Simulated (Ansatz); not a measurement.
**S on Mg(0001): change of the work function**

Aim: the work function of Mg(0001) at several coverages of S (fcc site), and the dipole that each adsorbate carries.

Main program and level: Ansatz 0.2.0; plane-wave DFT, PBE, Ansatz PAW.

## (1) Set-up

The cell holds 4 atoms: 4 Mg. Cell: a = 3.210 Å, b = 3.210 Å, c = 25.820 Å, α = 90.0°, β = 90.0°, γ = 60.0°. Vacuum lies along c.

## (2) The clean slab

The bare slab comes first, as the zero from which every change is counted. The two lowest layers are held at bulk places and the upper ones relax. The dipole correction removes the false field that a one-sided slab makes across the periodic vacuum, so each face gets a flat vacuum level of its own.

The input, input.yaml:

```yaml
crystal:
  lattice:
    - [3.21, 0.0, 0.0]
    - [1.605, 2.7799415461, 0.0]
    - [0.0, 0.0, 25.81956]
  atoms:
    - { symbol: Mg, position: [0.6666666667, 0.6666666667, 0.3485729424] }
    - { symbol: Mg, position: [0.0, 0.0, 0.4495243141] }
    - { symbol: Mg, position: [0.6666666667, 0.6666666667, 0.5504756859] }
    - { symbol: Mg, position: [0.0, 0.0, 0.6514270576] }
kpoints:
  mp_grid: { grid: [12, 12, 1] }
hamiltonian:
  xc: pbe
scf:
  occupations: { method: fermi_dirac, width: 0.1 }
  convergence: { dr2_threshold: 1.0e-08 }
efield:
  axis: 3
  dipole_correction: true
  ramp_position: 0.97
  ramp_width: 0.06
relax:
  f_tol: 0.02
  max_steps: 60
  constraints: [{ sites: [0, 1] }]
output:
  write_potential: true
  write_density: true
  volumetric_format: npy
```

On the command line:

```
$ ansatz run input.yaml --threads 4 --pin off --max-ram 16384MiB --backend cpu --events-out ev --progress --plain --runs-dir out
```

Numbers of over 12 decimals in the logs are rounded to 6 here.

Log:

```text
Engine: ansatz 0.2.0, aarch64-unknown-linux-gnu
Pseudopotentials: kind: paw
Pseudopotential: Mg, paw, valence charge 10, recommended cutoff 420 eV (normal), Mg.paw.azcp
Functional definition: PBE
  parameter kappa = 0.804
  parameter beta = 0.066725
  exchange = pbe_x(kappa = kappa, mu = beta*pi^2/3)
  correlation = pbe_c(beta = beta)
Crystal: 4 atoms, lattice volume = 230.404 Å³
Basis set: ecut = 420 eV, 4575 PW (Γ), exchange–correlation on 48×48×360 points (8 copies of the dense FFT grid, shifted against one another)
Bands: 24, of which v1, the nominal top of the filled ones, is band 20 counted from 1 (19 counted from 0)
Symmetry: 6 space group operations
k-points: 19 of 144 (time reversal used)
Non-local potential: Mg, projectors of the file, l = 0: 3, l = 1: 2, l = 2: 1
PAW form: soft (Blöchl's): semilocal exchange-correlation on the pseudo side does not see the compensation charge
PAW one-centre angular grid: Mg, 110 points (default); XC on 64 Gauss nodes
Initial density: superposition of atomic densities (neutral atoms: chi_scale 0, normalization atom), corrected by the library's trained network
Initial wavefunctions: pseudopotential atomic-orbital guess
Functional: x = pbe(κ = 0.804, μ = 0.219515), c = pbe(β = 0.066725)
SCF iter   1: F=—  HF=-7694.613554 eV  |F-HF|=—  |Δ(HF+E_count)|=         —  Δρ=7.47e-4  dr2=5.39e-3  ethr=1.77e-3  p=0.000 e·Å  D=2.46e-14 V/Å  ΔV_dip=-0.00 eV  dr2_dipole=1.19e-8  V_vac-E_F(+/−)=3.79/3.79 eV  ⟨swp⟩=8.1  Hψ=2477  notcnv=0
efield: sawtooth ramp at fractional position 0.9700 (set: `efield.ramp_position`, or a place that a band, a saddle search or an elastic batch's reference lends), width 0.0600; the density the first Hamiltonian is built on has a dipole p = 0.000 e·Å; the dipole correction subtracts the counter field D = 2.46e-14 V/Å, which shifts the + side's vacuum level by -0.00 eV against the − side's; the planar-averaged density in the ramp window peaks in size at 1.5e-5 e/Å³
preconditioner: auto → LDOS  [metal: Δε(μ)=0.163 eV  Ē_g=4.548 eV  σ=0.100 eV  W_gap=0.39  n_scr=16 (ndim 8)  ℏωp=6.9 eV  f_vac=0.528  D(μ)=2.23/eV (n_scr^D=10)  β→1.0]
SCF iter   2: F=—  HF=-7694.613895 eV  |F-HF|=—  |Δ(HF+E_count)|=   3.41e-4  Δρ=2.82e-4  dr2=3.90e-4  ethr=1.35e-5  p=0.000 e·Å  D=1.21e-5 V/Å  ΔV_dip=-0.00 eV  dr2_dipole=1.36e-8  V_vac-E_F(+/−)=3.82/3.82 eV  ⟨swp⟩=2.1  Hψ=706  notcnv=0
SCF iter   3: F=—  HF=-7694.613927 eV  |F-HF|=—  |Δ(HF+E_count)|=   3.18e-5  Δρ=9.30e-5  dr2=4.23e-5  ethr=9.74e-7  p=-0.000 e·Å  D=-5.78e-8 V/Å  ΔV_dip=0.00 eV  dr2_dipole=1.56e-10  V_vac-E_F(+/−)=3.80/3.80 eV  ⟨swp⟩=2.3  Hψ=617  notcnv=0
SCF iter   4: F=—  HF=-7694.613950 eV  |F-HF|=—  |Δ(HF+E_count)|=   2.27e-5  Δρ=2.68e-5  dr2=4.91e-6  ethr=1.06e-7  p=-0.000 e·Å  D=-1.87e-7 V/Å  ΔV_dip=0.00 eV  dr2_dipole=4.57e-11  V_vac-E_F(+/−)=3.79/3.79 eV  ⟨swp⟩=2.0  Hψ=527  notcnv=0
SCF iter   5: F=—  HF=-7694.613928 eV  |F-HF|=—  |Δ(HF+E_count)|=   2.16e-5  Δρ=6.90e-6  dr2=4.91e-7  ethr=1.23e-8  p=-0.000 e·Å  D=-1.87e-7 V/Å  ΔV_dip=0.00 eV  dr2_dipole=4.51e-11  V_vac-E_F(+/−)=3.79/3.79 eV  ⟨swp⟩=2.1  Hψ=509  notcnv=0
SCF iter   6: F=—  HF=-7694.613928 eV  |F-HF|=—  |Δ(HF+E_count)|=   2.89e-7  Δρ=1.60e-6  dr2=2.03e-8  ethr=1.23e-9  p=-0.000 e·Å  D=-9.95e-8 V/Å  ΔV_dip=0.00 eV  dr2_dipole=1.03e-12  V_vac-E_F(+/−)=3.79/3.79 eV  ⟨swp⟩=2.0  Hψ=530  notcnv=0
SCF iter   7: F=-7694.613928 eV  HF=-7694.613928 eV  |F-HF|=7.70e-10  |Δ(HF+E_count)|=   7.81e-9  Δρ=3.80e-7  dr2=3.37e-10  ethr=2.50e-11  p=-0.000 e·Å  D=-9.49e-9 V/Å  ΔV_dip=0.00 eV  dr2_dipole=6.65e-13  V_vac-E_F(+/−)=3.79/3.79 eV  ⟨swp⟩=8.7  Hψ=2636  notcnv=0
SCF 1 converged in 7 iterations: F = -7694.613928 eV  dr2 = 3.37e-10
  greatest PAW one-centre occupation: 1.000 electrons in one spin orbital (limit 2), on the Mg atom at site 2 (counted from 0), in its partial waves of l = 0
relax step   1: F+E_penalty+E_count = -7694.61392834 eV  Δ(F+E_penalty+E_count) = +0.000e0 eV  max|allowed force component| = 4.415e-2 eV/Å  Δτ_max = 0.0000 Å  (7 SCF iters, accepted)
Initial density: handed on by an earlier stage of this run
Initial wavefunctions: those handed on with the density
iter 1 solved again at ethr=7.55e-6 eV; its pass at ethr=3.10e-3 eV (dr2=3.02e-3 eV) is discarded
SCF iter   1: F=—  HF=-7694.614720 eV  |F-HF|=—  |Δ(HF+E_count)|=         —  Δρ=2.19e-4  dr2=9.85e-4  ethr=7.55e-6  p=-0.000 e·Å  D=-2.58e-8 V/Å  ΔV_dip=0.00 eV  dr2_dipole=5.18e-5  V_vac-E_F(+/−)=3.79/3.79 eV  ⟨swp⟩=2.3  Hψ=1585  notcnv=0
efield: sawtooth ramp at fractional position 0.9700 (set: `efield.ramp_position`, or a place that a band, a saddle search or an elastic batch's reference lends), width 0.0600; the density the first Hamiltonian is built on has a dipole p = -0.000 e·Å; the dipole correction subtracts the counter field D = -2.58e-8 V/Å, which shifts the + side's vacuum level by +0.00 eV against the − side's; the planar-averaged density in the ramp window peaks in size at 3.7e-7 e/Å³
preconditioner: auto → LDOS  [metal: Δε(μ)=0.173 eV  Ē_g=4.535 eV  σ=0.100 eV  W_gap=0.41  n_scr=16 (ndim 8)  ℏωp=6.9 eV  f_vac=0.529  D(μ)=2.24/eV (n_scr^D=10)  β→1.0]
SCF iter   2: F=—  HF=-7694.614661 eV  |F-HF|=—  |Δ(HF+E_count)|=   5.90e-5  Δρ=7.35e-5  dr2=3.77e-5  ethr=2.46e-6  p=-0.000 e·Å  D=-6.75e-5 V/Å  ΔV_dip=0.00 eV  dr2_dipole=1.71e-6  V_vac-E_F(+/−)=3.79/3.79 eV  ⟨swp⟩=2.0  Hψ=503  notcnv=0
SCF iter   3: F=—  HF=-7694.614690 eV  |F-HF|=—  |Δ(HF+E_count)|=   2.95e-5  Δρ=2.08e-5  dr2=3.89e-6  ethr=9.43e-8  p=0.000 e·Å  D=9.60e-5 V/Å  ΔV_dip=-0.00 eV  dr2_dipole=1.73e-10  V_vac-E_F(+/−)=3.79/3.79 eV  ⟨swp⟩=2.0  Hψ=776  notcnv=0
SCF iter   4: F=—  HF=-7694.614664 eV  |F-HF|=—  |Δ(HF+E_count)|=   2.60e-5  Δρ=5.71e-6  dr2=4.02e-7  ethr=9.73e-9  p=0.000 e·Å  D=1.11e-4 V/Å  ΔV_dip=-0.00 eV  dr2_dipole=1.70e-8  V_vac-E_F(+/−)=3.79/3.79 eV  ⟨swp⟩=2.0  Hψ=522  notcnv=0
SCF iter   5: F=-7694.614664 eV  HF=-7694.614664 eV  |F-HF|=2.90e-9  |Δ(HF+E_count)|=   3.01e-8  Δρ=1.43e-6  dr2=7.83e-9  ethr=2.50e-11  p=0.000 e·Å  D=1.31e-4 V/Å  ΔV_dip=-0.00 eV  dr2_dipole=1.09e-9  V_vac-E_F(+/−)=3.79/3.79 eV  ⟨swp⟩=7.8  Hψ=2951  notcnv=0
SCF 2 converged in 5 iterations: F = -7694.614664 eV  dr2 = 7.83e-9
  greatest PAW one-centre occupation: 1.000 electrons in one spin orbital (limit 2), on the Mg atom at site 1 (counted from 0), in its partial waves of l = 0
relax step   2: F+E_penalty+E_count = -7694.61466413 eV  Δ(F+E_penalty+E_count) = -7.358e-4 eV  max|allowed force component| = 1.544e-2 eV/Å  Δτ_max = 0.0287 Å  (5 SCF iters, accepted)
NSCF: frozen V_eff on 19 k-points
the band table was solved once a step of the walk had ended and its energy, with any forces and stress, was formed, with the checks that follow a solve (2497 applications of the Hamiltonian). They found nothing against the state; the energy, forces and stress were not computed again (output.eigenvalues in the input reference)
WARN: The output density's exchange-correlation potential varies sharply where the density is thin. Do not read a vacuum level from v_tot or v_xc, or from such a field of the output density. On a cell that repeats whose density bears no net charge and no dipole along the vacuum's axis use v_es (v_loc + v_h of the components); under efield.dipole_correction with no amplitude use v_es + v_field, which holds any externa [...]
SCF converged after 5 iterations
Free energy (F): -7694.614664 eV
Harris-Foulkes:  -7694.614664 eV  (|F-HF|=2.90e-9)
Internal energy: -7694.543245 eV  (E = F + TS)
E sigma→0 (E₀):  -7694.578954 eV
Entropy (-TS):   -0.071420 eV (-17.855 meV/atom)
Fermi energy:    0.029478 eV
Dipole field:    D = 0.000172 V/Å  (p = 0.000219 e·Å, saw-weighted, corrected)
Work function:   Φ+ = 3.7873 eV   Φ− = 3.7918 eV
Levels:          The Fermi level and band energies are counted from a zero that moves with the ramp; work functions are not
--- Per-component energies (eV) ---
  E_band       = -1655.090313
  E_kinetic    = 297.500953
  E_local      = -32041.579238  (includes V_loc(G=0)·N_el)
  E_nonlocal   = 383.077103
  E_hartree    = 14982.417456
  E_xc         = -112.093321
  E_vxc        = -144.525410  (∫ρ·V_xc dr)
  E_paw        = -1170.697246  (= ΣΔE_a)
  E_vpaw       = -114.398191  (= ΣTr[D̂ρ^β])
  E_aug_tail   = -0.000015  (compensation charges beyond the density's cutoff)
  E_efield     = 0.000000  (sawtooth field / dipole correction)
  E_vefield    = -0.000058  (∫n·V_field dr)
  E_ewald      = 9966.831063
  E_smearing   = -0.071420  (= −TS)
  E_closure    = -0.000000  (closes the sum)
  Σ components = -7694.614664   (vs F -7694.614664, Δ=0.00e0)
--- Forces (eV/Å), atoms counted from 1 ---
  atom   1  Mg    -0.00000000     0.00000000    -0.04352536
  atom   2  Mg     0.00000000    -0.00000000     0.03942650
  atom   3  Mg    -0.00000000     0.00000000    -0.01135302
  atom   4  Mg     0.00000000    -0.00000000     0.01543563
  max |Σ_I F_I| component: 1.63e-5 eV/Å
--- Band table (eV; the first three rows and the last of 19) ---
  k-point 0: bands = [... 16 lower, -6.5118, -5.7358, -4.4563, -2.7079, -0.9499, 1.2324, 2.8336, 3.6962]
  k-point 1: bands = [... 16 lower, -6.3761, -5.6010, -4.3227, -2.5750, -0.8237, 1.3598, 2.9633, 3.8279]
  k-point 2: bands = [... 16 lower, -5.9704, -5.1979, -3.9232, -2.1781, -0.4451, 1.7374, 3.3475, 4.2198]
  k-point 18: bands = [... 16 lower, -0.2640, -0.2571, -0.2503, 0.4095, 0.4203, 0.4303, 1.5893, 2.1911]
--- Relaxed structure (2 steps of the walk, 2 accepted, 0 SCFs on fresh bases) ---
  F+E_penalty+E_count = -7694.61466413 eV   max|allowed force component| = 1.544e-2 eV/Å
  atoms:
    - { symbol: Mg, position: [0.666667, 0.666667, 0.348573] }
    - { symbol: Mg, position: [0.0, 0.0, 0.449524] }
    - { symbol: Mg, position: [0.666667, 0.666667, 0.550673] }
    - { symbol: Mg, position: [0, 0, 0.652538] }
```

It took 5.2 s on 4 threads of Arm Neoverse V1, shared host; peak memory 0.47 GiB; 16 s of CPU time.

The steps of the relaxation:

| step | energy less that of the first step (eV) | largest force component (eV/Å) |
| --- | --- | --- |
| 1 | 0.0000 | 0.0442 |
| 2 | -0.0007 | 0.0154 |

Forces are held to the 6 operations that the run works with; a distortion that breaks them can't arise in this run.

The atoms that moved most (Å):

| atom | dx | dy | dz | length |
| --- | --- | --- | --- | --- |
| Mg4 | 0.000 | 0.000 | 0.029 | 0.029 |
| Mg3 | 0.000 | 0.000 | 0.005 | 0.005 |

The relaxed structure:

```xyz
4
Lattice="3.2100 0.0000 0.0000 1.6050 2.7799 0.0000 0.0000 0.0000 25.8196" Properties=species:S:1:pos:R:3
Mg    3.2100    1.8533    9.0000
Mg    0.0000    0.0000   11.6065
Mg    3.2100    1.8533   14.2181
Mg    0.0000    0.0000   16.8482
```

Numbers from this step:

```
energy at zero smearing   : -7694.5790 eV
work function, upper face : 3.787 eV
dipole along the normal   : 2.19e-4 e·Å
```

Running mean over 2.60652 Å of the planar mean; the ramp of the sawtooth is left out. Table of electron's electrostatic potential energy less the Fermi level by z:

z (Å), electron's electrostatic potential energy less the Fermi level (eV) and a bar from the least value:
```
        4       3.79 ##############################
        5       3.78 ##############################
        6       3.64 #############################
        7       2.60 #########################
        8      -2.09 #######
        9      -4.02 
       10      -4.04 
       11      -4.01 
       12      -3.99 
       13      -3.98 
       14      -4.00 
       15      -3.95 
       16      -3.97 
       17      -3.95 
       18      -1.31 ##########
       19       2.90 ###########################
       20       3.68 ##############################
       21       3.78 ##############################
       22       3.79 ##############################
```

The relaxation took 2 steps and lowered the energy by 7.4e-4 eV; the largest force on the free atoms ends at 0.015 eV/Å.

The work function of the upper face is 3.79 eV.

[end of part 1 of 4]

[Logs are printed without paths, hosts, clocks, repeated set-up lines and the standing remarks that a program may print on its own settings, such as how far it seeks lower states.]

[Hosts, paths, dates, database ids (printed as entryN), source tags and the programs' standing remarks are cut or masked in the printed files.]

[Maps of the electrostatic potential energy from Ansatz leave out the sawtooth potential of an applied field or a dipole correction, so their vacuum need not be flat; planar profiles and work functions include it.]
